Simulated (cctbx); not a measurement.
# Lattice, Laue class and space group of a new crystal

Cell: a = 4.4420 Å, b = 4.4420 Å, c = 10.7540 Å, α = 90.00°, β = 90.00°, γ = 90.00°. Expected content of the cell: Pb4 Ce2 Fe4.

The data are simulated with cctbx, not measured: synchrotron X-rays, λ = 0.6889 Å, to d = 0.65 Å, 70 % of the full sphere, strongest reflection 20000 counts, noise from counting, a 3 % proportional error and a noise floor of 8 counts (s.d.); no absorption, some extinction.

A first pass over the reflections prints:

```text
2288 reflections to d = 0.650 A
centring   violations  <I/sigma> of those
    A        500 of  1141      9.1
    B        512 of  1149      9.2
    C        502 of  1186      8.5
    I          0 of  1140      0.0
    R        626 of  1518      8.5
    F        757 of  1738      8.9
Laue class    unique    Rint  (classes that these axes allow; Friedel mates merged)
I 1 2/m 1         444   0.024
I 1 1 2/m         427   0.024
I 2/m 1 1         446   0.024
I m m m           258   0.026
I 4/m             220   0.026
I 4/m m m         148   0.027
space group    extra absences  I>4sigma  <I/sigma>
I 4 2 2                 0          0         -  acentric
I 4 m m                 0          0         -  acentric
I -4 m 2                0          0         -  acentric
I -4 2 m                0          0         -  acentric
I 4/m m m               0          0         -  centric
Wilson B = 1.20 A^2   <|E^2-1|> = 0.733 (0.968 centric, 0.736 acentric)   E^2>4: 0.7 %
shell (A)         n   <I/sigma>
 5.38 - 1.30     25     53.8
 1.30 - 1.03     17     56.1
 1.03 - 0.90     18     50.6
 0.90 - 0.82     21     45.9
 0.82 - 0.76     17     46.7
 0.76 - 0.72     16     34.0
 0.72 - 0.68     16     33.0
 0.68 - 0.65     18     33.8
```

**Question.** What are the lattice type, the Laue class and the likely space group?

The reflections that I centring forbids are absent (⟨I/σ⟩ near 0), so the lattice is I.

Rint stays low (0.024 to 0.027) up to I 4/m m m, the highest class in these axes.

5 settings pass the absence test. No glide or screw absences show, which leaves I 4 2 2, I 4 m m, I -4 m 2, I -4 2 m and I 4/m m m.

⟨|E²−1|⟩ = 0.733 leans to a non-centrosymmetric structure. Here that hint misleads: the statistic assumes many like atoms on general positions, and few, heavy or special-position atoms break it. The Wilson B of 1.20 Å² means U ≈ 0.0152 Å².

The true group is I4/mmm (no. 139), Laue class 4/mmm, centrosymmetric. The tables only narrow the choice to the tied entries; cell content, site symmetry and trial solutions must settle it.

This is a model crystal, built by substitution and not relaxed, with assumed displacement parameters.

[Logs are printed without paths, hosts, clocks, repeated set-up lines and the standing remarks that a program may print on its own settings, such as how far it seeks lower states.]
